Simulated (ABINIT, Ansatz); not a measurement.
# How the form of the self-energy moves the gap of BaH2 (P6_3/mmc)

Wanted: the gap of BaH2 (P6_3/mmc) under several approximations, with cost.

Method: PBEsol and many-body steps on it, plane waves, in ABINIT 10.8.3.

## Step 1: The starting structure

It takes space group P6_3/mmc (No. 194, hexagonal). The conventional cell has a = 4.462 Å, b = 4.462 Å, c = 6.055 Å, α = 90.00°, β = 90.00°, γ = 120.00°. Nearest to Ba lie 11 H at 2.58 to 3.03 Å. H has 5 Ba at 2.58 to 3.03 Å and 6 H at 2.99 Å nearest. Nearest to H lie 6 Ba at 2.99 Å and 8 H at 2.99 to 3.03 Å. Farther neighbours are not listed.

The cell and positions are those that the Materials Project relaxed with its own functionals (PBE, PBE+U or r2SCAN), kept fixed. Spin-orbit coupling is left out unless a step names it.

## Step 2: Empty states on the mesh, 3×3×4 mesh, 406 bands

This step: ABINIT 10.8.3; DFT, PBEsol, plane waves, norm-conserving pseudopotentials.

The sums over transitions need many empty states on a uniform mesh; this step solves for them.

The input, run.abi:

```
acell 3*1.0 Angstrom
rprim 
  4.462025052349 0.000000000014 0.000000000000
  -2.231012526186 3.864227047650 0.000000000000
  0.000000000000 0.000000000000 6.055292590000
ntypat 2
znucl 56 1
natom 6
typat 1 1 2 2 2 2
xred 
  0.666666666667 0.333333333333 0.750000000000
  0.333333333333 0.666666666667 0.250000000000
  0.333333333333 0.666666666667 0.750000000000
  0.666666666667 0.333333333333 0.250000000000
  -0.000000000000 -0.000000000000 0.500000000000
  -0.000000000000 -0.000000000000 0.000000000000
pp_dirpath "pseudos"
pseudos "Ba.upf, H.upf"
ecut 32
ngkpt 3 3 4
nshiftk 1
shiftk 0 0 0
kptopt 1
chksymbreak 0
iscf -2
irdden 1
istwfk *1
nband 406
nbdbuf 36
tolwfr 1e-09
nstep 60
prtvol 0
indata_prefix "in"
outdata_prefix "out"
tmpdata_prefix "tmp"
```

Command:

```console
OMP_NUM_THREADS=1 mpirun -n 8 abinit run.abi > log
```

Numbers of over 12 decimals in the logs are rounded to 6 here.

Output:

```text
.Version 10.8.3 of ABINIT. v10.8.2 released Aug 2026.

 Symmetries : space group P6_3/m m c (#194); Bravais hP (primitive hexag.)
[... echo of the input left out ...]
== DATASET  1 ==================================================================
-   mpi_nproc: 8, omp_nthreads: 1 (-1 if OMP is not activated)
-    --> not optimal distribution: autoparal keyword recommended in input file <--

--- !DatasetInfo
iteration_state: {dtset: 1, }
dimensions: {natom: 6, nkpt: 9, mband: 406, nsppol: 1, nspinor: 1, nspden: 1, mpw: 6126, }
cutoff_energies: {ecut:  32.0, pawecutdg:  -1.0, }
[...]
4.79167    4.79167    4.80015    4.80015    4.80694    4.80694    4.81400    4.81534
   4.82080    4.82186    4.82187    4.83037    4.83293    4.83301    4.83930    4.83932
   4.84066    4.84076    4.84449    4.86847    4.87062    4.88431
 prteigrs : prtvol=0 or 1, do not print more k-points.

== END DATASET(S) ==============================================================
================================================================================

 -outvars: echo values of variables after computation  --------
            nband         406
             nkpt           9
          spgroup         194
 [... the other variables as echoed above ...]

 Calculation completed.
```

Wall time 3.7 min (8 MPI ranks of AMD EPYC 9R45, shared host); peak memory 0.98 GiB.

This step gave:

- gap: 1.473 eV
- k of the valence top: 0, 0, 0
- k of the conduction bottom: 0.3333, 0.3333, 0.5
- least direct gap: 2.542 eV
- k points computed: 9
- lowest point of the top converged band, above the valence top: 121.0441 eV

On this mesh the gap is 1.473 eV.

The density comes from a self-consistent run that is not shown.

## Step 3: Screening, 3×3×4 mesh, 158 bands, screening to 176.9 eV

The RPA dielectric matrix is built and inverted for each q.

This step: RPA screening on PBEsol, plane waves, norm-conserving pseudopotentials.

Edit run.abi of step 2 so:

```diff
@@ -24,10 +24,11 @@
 chksymbreak 0
-iscf -2
-irdden 1
 istwfk *1
-nband 406
-nbdbuf 36
-tolwfr 1e-09
-nstep 60
-prtvol 0
+occopt 1
+irdwfk 1
+optdriver 3
+nband 158
+ecuteps 6.5
+inclvkb 2
+awtr 1
+symchi 1
 indata_prefix "in"
```

Output:

```text
.Version 10.8.3 of ABINIT. v10.8.2 released Aug 2026.

 Symmetries : space group P6_3/m m c (#194); Bravais hP (primitive hexag.)
[... echo of the input left out ...]
== DATASET  1 ==================================================================
-   mpi_nproc: 8, omp_nthreads: 1 (-1 if OMP is not activated)

--- !DatasetInfo
iteration_state: {dtset: 1, }
dimensions: {natom: 6, nkpt: 9, mband: 158, nsppol: 1, nspinor: 1, nspden: 1, mpw: 6126, }
cutoff_energies: {ecut:  32.0, pawecutdg:  -1.0, }
electrons: {nelect:   2.40000000E+01, charge:   0.00000000E+00, occopt:   1.00000000E+00, tsmear:   1.00000000E-02, }

 SCREENING: Calculation of the susceptibility and dielectric matrices

 Based on a program developped by R.W. Godby, V. Olevano, G. Onida, and L. Reining.
 Incorporated in ABINIT by V. Olevano, G.-M. Rignanese, and M. Torrent.
.Using double precision arithmetic ; gwpc =  8

[... cell and pseudopotentials left out ...]
--------------------------------------------------------------------------------

 ==== K-mesh for the wavefunctions ====
 Number of points in the irreducible wedge :     9
[... list of points left out ...]
 Together with 24 symmetry operations and time-reversal symmetry
 yields    36 points in the full Brillouin Zone.

 ==== Q-mesh for the screening function ====
 Number of points in the irreducible wedge :     9
[... list of points left out ...]
 Together with 24 symmetry operations and time-reversal symmetry
 yields    36 points in the full Brillouin Zone.

 setmesh: FFT mesh size selected  =    32x   32x   48
          total number of points  =        49152

 vcoul_init : cutoff-mode = AUXILIARY_FUNCTION
 q-points for optical limit:   1
     1)      0.000010    0.000020    0.000030

- screening: taking advantage of time-reversal symmetry
- Maximum band index for partially occupied states nbvw = 12
- Remaining bands to be divided among processors   nbcw = 146
- Number of bands treated by each node ~18

 Number of electrons calculated from density =   24.0000; Expected =   24.0000
 average of density, n =  0.034063
 r_s =    1.9137
 omega_plasma =   17.8032 [eV]

 calculating chi0 at frequencies [eV] :
  1    0.000000E+00    0.000000E+00
  2    0.000000E+00    1.780320E+01

--------------------------------------------------------------------------------
  q-point number  1        q = ( 0.000000, 0.000000, 0.000000) [r.l.u.]
--------------------------------------------------------------------------------
[... chi0 elements left out ...]
 For q-point:  0.000010 0.000020 0.000030
  dielectric constant =   5.6955
  dielectric constant without local fields =   6.3383

  Average fulfillment of the sum rule on Im[epsilon] for q-point    1 :     91.75  [%]
[... wings left out ...]
  q-point number  2        q = ( 0.333333, 0.000000, 0.000000) [r.l.u.]
--------------------------------------------------------------------------------
[... chi0 elements left out ...]
  Average fulfillment of the sum rule on Im[epsilon] for q-point    2 :     96.54  [%]

 [... 7 further q-points ...]
```

Elapsed: 26 s, on 8 MPI ranks; peak memory 3 GiB; 3.4 min of CPU time.

Numbers from this step:

```yaml
eps_infinity_with_local_fields_on_this_mesh_along_the_program_s_q_direction: 5.696
the_same_without_local_fields: 6.338
plasma_frequency: 17.80 eV
plane_waves_in_the_screening_matrix: 553
```

Local fields lower ε∞ by 10 %. On a Γ-centred mesh this coarse the value itself is usually too large, while a short band sum pulls it down.

## Step 4: G0W0, Godby-Needs plasmon pole

The self-energy is evaluated for the states that the input lists, and the levels follow from it, in one-shot runs by the linearised quasiparticle equation.

This step: G0W0 on PBEsol, plane waves, norm-conserving pseudopotentials.

Edit run.abi of step 3 so:

```diff
@@ -27,8 +27,19 @@
 irdwfk 1
-optdriver 3
+optdriver 4
 nband 158
+gwcalctyp 0
+ecutsigx 32
+symsigma 1
+nkptgw 3
+kptgw 
+  0.0000000000 0.0000000000 0.0000000000
+  0.3333333333 0.3333333333 0.5000000000
+  0.0000000000 0.0000000000 0.2500000000
+bdgw 
+  11 14
+  11 14
+  11 14
 ecuteps 6.5
-inclvkb 2
-awtr 1
-symchi 1
+irdscr 1
+ppmodel 1
 indata_prefix "in"
```

Output:

```text
.Version 10.8.3 of ABINIT. v10.8.2 released Aug 2026.

 Symmetries : space group P6_3/m m c (#194); Bravais hP (primitive hexag.)
[... echo of the input left out ...]
== DATASET  1 ==================================================================
-   mpi_nproc: 8, omp_nthreads: 1 (-1 if OMP is not activated)

--- !DatasetInfo
iteration_state: {dtset: 1, }
dimensions: {natom: 6, nkpt: 9, mband: 158, nsppol: 1, nspinor: 1, nspden: 1, mpw: 6126, }
cutoff_energies: {ecut:  32.0, pawecutdg:  -1.0, }
electrons: {nelect:   2.40000000E+01, charge:   0.00000000E+00, occopt:   1.00000000E+00, tsmear:   1.00000000E-02, }

 SIGMA: Calculation of the GW corrections

 Based on a program developped by R.W. Godby, V. Olevano, G. Onida, and L. Reining.
 Incorporated in ABINIT by V. Olevano, G.-M. Rignanese, and M. Torrent.
.Using double precision arithmetic ; gwpc =  8

[... cell and pseudopotentials left out ...]
--------------------------------------------------------------------------------

 ==== K-mesh for the wavefunctions ====
 Number of points in the irreducible wedge :     9
[... list of points left out ...]
 Together with 24 symmetry operations and time-reversal symmetry
 yields    36 points in the full Brillouin Zone.

 ==== Q-mesh for screening function ====
 Number of points in the irreducible wedge :     9
[... list of points left out ...]
 Together with 24 symmetry operations and time-reversal symmetry
 yields    36 points in the full Brillouin Zone.

 vcoul_init : cutoff-mode = AUXILIARY_FUNCTION
 q-points for optical limit:   1
     1)      0.000010    0.000020    0.000030
 setmesh: FFT mesh size selected  =    40x   40x   60
          total number of points  =        96000

 Number of electrons calculated from density =   24.0000; Expected =   24.0000
 average of density, n =  0.034063
 r_s =    1.9137
 omega_plasma =   17.8032 [eV]

 === KS Band Gaps ===
  >>>> For spin  1
   Minimum direct gap =   2.5425 [eV], located at k-point      :   0.0000  0.0000  0.2500
   Fundamental gap    =   1.4734 [eV], Top of valence bands at :   0.0000  0.0000  0.0000
                                       Bottom of conduction at :   0.3333  0.3333  0.5000
 SIGMA fundamental parameters:
 PLASMON POLE MODEL  1
 number of plane-waves for SigmaX                 6089
 number of plane-waves for SigmaC and W            553
 number of plane-waves for wavefunctions          6089
 number of bands                                   158
 number of independent spin polarizations            1
 number of spinorial components                      1
 number of k-points in IBZ                           9
 number of q-points in IBZ                           9
 number of symmetry operations                      24
 number of k-points in BZ                           36
 number of q-points in BZ                           36
 number of frequencies for dSigma/dE                 9
 frequency step for dSigma/dE [eV]                0.25
 number of omega for Sigma on real axis              0
 max omega for Sigma on real axis  [eV]           0.00
 zcut for avoiding poles [eV]                     0.10

 EPSILON^-1 parameters (SCR file):
 dimension of the eps^-1 matrix on file            553
 dimension of the eps^-1 matrix used               553
 number of plane-waves for wavefunctions          6089
 number of bands                                   158
 number of q-points in IBZ                           9
 number of frequencies                               2
 number of real frequencies                          1
 number of imag frequencies                          1

 matrix elements of self-energy operator (all in [eV])

 Perturbative Calculation

--- !SelfEnergy_ee
iteration_state: {dtset: 1, }
kpoint     : [   0.000,    0.000,    0.000, ]
spin       : 1
KS_gap     :    2.726
QP_gap     :    4.390
Delta_QP_KS:    1.664
data: !SigmaeeData |
     Band     E0 <VxcDFT>   SigX SigC(E0)      Z dSigC/dE  Sig(E)    E-E0       E
       11   3.623 -10.603 -13.401   1.612   0.776  -0.289 -11.523  -0.920   2.703
       12   4.131 -10.774 -13.444   1.492   0.777  -0.286 -11.690  -0.915   3.216
       13   6.857  -9.229  -4.725  -3.587   0.817  -0.224  -8.480   0.749   7.606
       14   6.857  -9.229  -4.725  -3.587   0.817  -0.224  -8.480   0.749   7.606

--- !SelfEnergy_ee
iteration_state: {dtset: 1, }
kpoint     : [   0.333,    0.333,    0.500, ]
spin       : 1
KS_gap     :    3.017
QP_gap     :    4.668
Delta_QP_KS:    1.651
data: !SigmaeeData |
     Band     E0 <VxcDFT>   SigX SigC(E0)      Z dSigC/dE  Sig(E)    E-E0       E
       11   2.587 -11.064 -14.213   1.906   0.777  -0.286 -12.031  -0.966   1.621
       12   2.587 -11.064 -14.213   1.906   0.777  -0.286 -12.031  -0.966   1.621
[...]
--- !SelfEnergy_ee
iteration_state: {dtset: 1, }
kpoint     : [   0.000,    0.000,    0.250, ]
spin       : 1
KS_gap     :    2.542
QP_gap     :    4.213
Delta_QP_KS:    1.670
data: !SigmaeeData |
     Band     E0 <VxcDFT>   SigX SigC(E0)      Z dSigC/dE  Sig(E)    E-E0       E
[...]
12   4.079 -10.806 -13.496   1.508   0.777  -0.287 -11.725  -0.919   3.160
       13   6.622  -9.221  -4.682  -3.619   0.817  -0.225  -8.470   0.751   7.373
       14   6.622  -9.221  -4.682  -3.619   0.817  -0.225  -8.470   0.751   7.373

== END DATASET(S) ==============================================================
================================================================================

 -outvars: echo values of variables after computation  --------
           etotal      0.0000000000E+00
            nband         158
             nkpt           9
          spgroup         194
 [... the other variables as echoed above ...]

 Calculation completed.
```

The job ended after 25 s (8 MPI ranks; peak memory 3.5 GiB).

Numbers from this step:

```yaml
g0w0_gap_on_the_points_computed: 3.073 eV
starting_gap_on_the_mesh: 1.473 eV
k_of_the_valence_top: 0, 0, 0
k_of_the_conduction_bottom: 0.3333, 0.3333, 0.5
z_at_the_valence_top: 0.777
z_at_the_conduction_bottom: 0.819
least_direct_g0w0_gap_on_the_computed_points: 4.213 eV
```

The gap on the mesh goes from 1.47 eV to 3.07 eV, a correction of +1.60 eV.

## Step 5: G0W0, Hybertsen-Louie plasmon pole

Edit run.abi of step 4 so:

```diff
@@ -43,3 +43,3 @@
 irdscr 1
-ppmodel 1
+ppmodel 2
 indata_prefix "in"
```

Output:

```text
.Version 10.8.3 of ABINIT. v10.8.2 released Aug 2026.

 Symmetries : space group P6_3/m m c (#194); Bravais hP (primitive hexag.)
[... echo of the input left out ...]
== DATASET  1 ==================================================================
-   mpi_nproc: 8, omp_nthreads: 1 (-1 if OMP is not activated)

--- !DatasetInfo
iteration_state: {dtset: 1, }
dimensions: {natom: 6, nkpt: 9, mband: 158, nsppol: 1, nspinor: 1, nspden: 1, mpw: 6126, }
cutoff_energies: {ecut:  32.0, pawecutdg:  -1.0, }
electrons: {nelect:   2.40000000E+01, charge:   0.00000000E+00, occopt:   1.00000000E+00, tsmear:   1.00000000E-02, }

 SIGMA: Calculation of the GW corrections

 Based on a program developped by R.W. Godby, V. Olevano, G. Onida, and L. Reining.
 Incorporated in ABINIT by V. Olevano, G.-M. Rignanese, and M. Torrent.
.Using double precision arithmetic ; gwpc =  8

[... cell and pseudopotentials left out ...]
--------------------------------------------------------------------------------

 ==== K-mesh for the wavefunctions ====
 Number of points in the irreducible wedge :     9
[... list of points left out ...]
 Together with 24 symmetry operations and time-reversal symmetry
 yields    36 points in the full Brillouin Zone.

 ==== Q-mesh for screening function ====
 Number of points in the irreducible wedge :     9
[... list of points left out ...]
 Together with 24 symmetry operations and time-reversal symmetry
 yields    36 points in the full Brillouin Zone.

 vcoul_init : cutoff-mode = AUXILIARY_FUNCTION
 q-points for optical limit:   1
     1)      0.000010    0.000020    0.000030
 setmesh: FFT mesh size selected  =    40x   40x   60
          total number of points  =        96000

 Number of electrons calculated from density =   24.0000; Expected =   24.0000
[...]
number of plane-waves for wavefunctions          6089
 number of bands                                   158
 number of q-points in IBZ                           9
 number of frequencies                               2
 number of real frequencies                          1
 number of imag frequencies                          1

 matrix elements of self-energy operator (all in [eV])

 Perturbative Calculation

--- !SelfEnergy_ee
iteration_state: {dtset: 1, }
kpoint     : [   0.000,    0.000,    0.000, ]
spin       : 1
KS_gap     :    2.726
QP_gap     :    4.475
Delta_QP_KS:    1.750
data: !SigmaeeData |
     Band     E0 <VxcDFT>   SigX SigC(E0)      Z dSigC/dE  Sig(E)    E-E0       E
       11   3.623 -10.603 -13.401   1.360   0.811  -0.234 -11.769  -1.165   2.458
       12   4.131 -10.774 -13.444   1.242   0.811  -0.233 -11.932  -1.157   2.974
       13   6.857  -9.229  -4.725  -3.800   0.841  -0.188  -8.637   0.592   7.449
[...]
--- !SelfEnergy_ee
iteration_state: {dtset: 1, }
kpoint     : [   0.333,    0.333,    0.500, ]
spin       : 1
KS_gap     :    3.017
QP_gap     :    4.775
Delta_QP_KS:    1.757
data: !SigmaeeData |
     Band     E0 <VxcDFT>   SigX SigC(E0)      Z dSigC/dE  Sig(E)    E-E0       E
[...]
--- !SelfEnergy_ee
iteration_state: {dtset: 1, }
kpoint     : [   0.000,    0.000,    0.250, ]
spin       : 1
KS_gap     :    2.542
QP_gap     :    4.305
Delta_QP_KS:    1.763
data: !SigmaeeData |
     Band     E0 <VxcDFT>   SigX SigC(E0)      Z dSigC/dE  Sig(E)    E-E0       E
[...]
13   6.622  -9.221  -4.682  -3.828   0.842  -0.188  -8.623   0.598   7.220
       14   6.622  -9.221  -4.682  -3.828   0.842  -0.188  -8.623   0.598   7.220

== END DATASET(S) ==============================================================
================================================================================

 -outvars: echo values of variables after computation  --------
           etotal      0.0000000000E+00
            nband         158
             nkpt           9
          spgroup         194
 [... the other variables as echoed above ...]

 Calculation completed.
```

Wall time 25 s (8 MPI ranks); peak memory 3.2 GiB; 3.3 min of CPU time.

Numbers from this step:

| Property | Result |
| --- | --- |
| G0W0 gap on the points computed | 3.157 eV |
| starting gap on the mesh | 1.473 eV |
| k of the valence top | 0, 0, 0 |
| k of the conduction bottom | 0.3333, 0.3333, 0.5 |
| Z at the valence top | 0.811 |
| Z at the conduction bottom | 0.843 |
| least direct G0W0 gap on the computed points | 4.305 eV |

Against G0W0 in ABINIT (3×3×4 mesh, 158 bands, screening to 176.9 eV, Godby-Needs plasmon pole), the gap moves by +0.084 eV.

## Step 6: G0W0, von der Linden-Horsch plasmon pole

Edit run.abi of step 5 so:

```diff
@@ -43,3 +43,3 @@
 irdscr 1
-ppmodel 2
+ppmodel 3
 indata_prefix "in"
```

Output:

```text
.Version 10.8.3 of ABINIT. v10.8.2 released Aug 2026.

 Symmetries : space group P6_3/m m c (#194); Bravais hP (primitive hexag.)
[... echo of the input left out ...]
== DATASET  1 ==================================================================
-   mpi_nproc: 8, omp_nthreads: 1 (-1 if OMP is not activated)

--- !DatasetInfo
iteration_state: {dtset: 1, }
dimensions: {natom: 6, nkpt: 9, mband: 158, nsppol: 1, nspinor: 1, nspden: 1, mpw: 6126, }
cutoff_energies: {ecut:  32.0, pawecutdg:  -1.0, }
[...]
Band     E0 <VxcDFT>   SigX SigC(E0)      Z dSigC/dE  Sig(E)    E-E0       E
[...]
13   6.622  -9.221  -4.682  -3.937   0.852  -0.173  -8.708   0.513   7.135
       14   6.622  -9.221  -4.682  -3.937   0.852  -0.173  -8.708   0.513   7.135

== END DATASET(S) ==============================================================
================================================================================

 -outvars: echo values of variables after computation  --------
           etotal      0.0000000000E+00
            nband         158
             nkpt           9
          spgroup         194
 [... the other variables as echoed above ...]

 Calculation completed.
```

Elapsed: 12 s, on 8 MPI ranks; peak memory 2.8 GiB.

This step gave:

```
G0W0 gap on the points computed              : 3.106 eV
starting gap on the mesh                     : 1.473 eV
k of the valence top                         : 0, 0, 0
k of the conduction bottom                   : 0.3333, 0.3333, 0.5
least direct G0W0 gap on the computed points : 4.275 eV
```

Against G0W0 in ABINIT (3×3×4 mesh, 158 bands, screening to 176.9 eV, Godby-Needs plasmon pole), the gap moves by +0.033 eV.

(Part 1 of 2 ends here.)

[Paths, hosts, dates, memory and timing lines, banners, echoed tables and standing remarks are left out of the program output.]

[Logs are printed without paths, hosts, clocks, repeated set-up lines and the standing remarks that a program may print on its own settings, such as how far it seeks lower states.]

[Runs of the session that timed out or met a known fault of the program may be left out.]

[No measured gap is set beside runs whose start may be inverted or whose files or cutoffs have a known fault.]

[Hosts, paths, dates, database ids (printed as entryN), source tags and the programs' standing remarks are cut or masked in the printed files.]

[G0W0 gaps are taken among the corrected bands and points alone; a level outside them can change the order at an edge.]

[Where Ansatz stands beside ABINIT at settings called matched, ABINIT's density can come from a denser mesh and the files from another edition; pairs whose starting gaps differed by over 0.03 eV were left out, so agreement reads better than it is.]
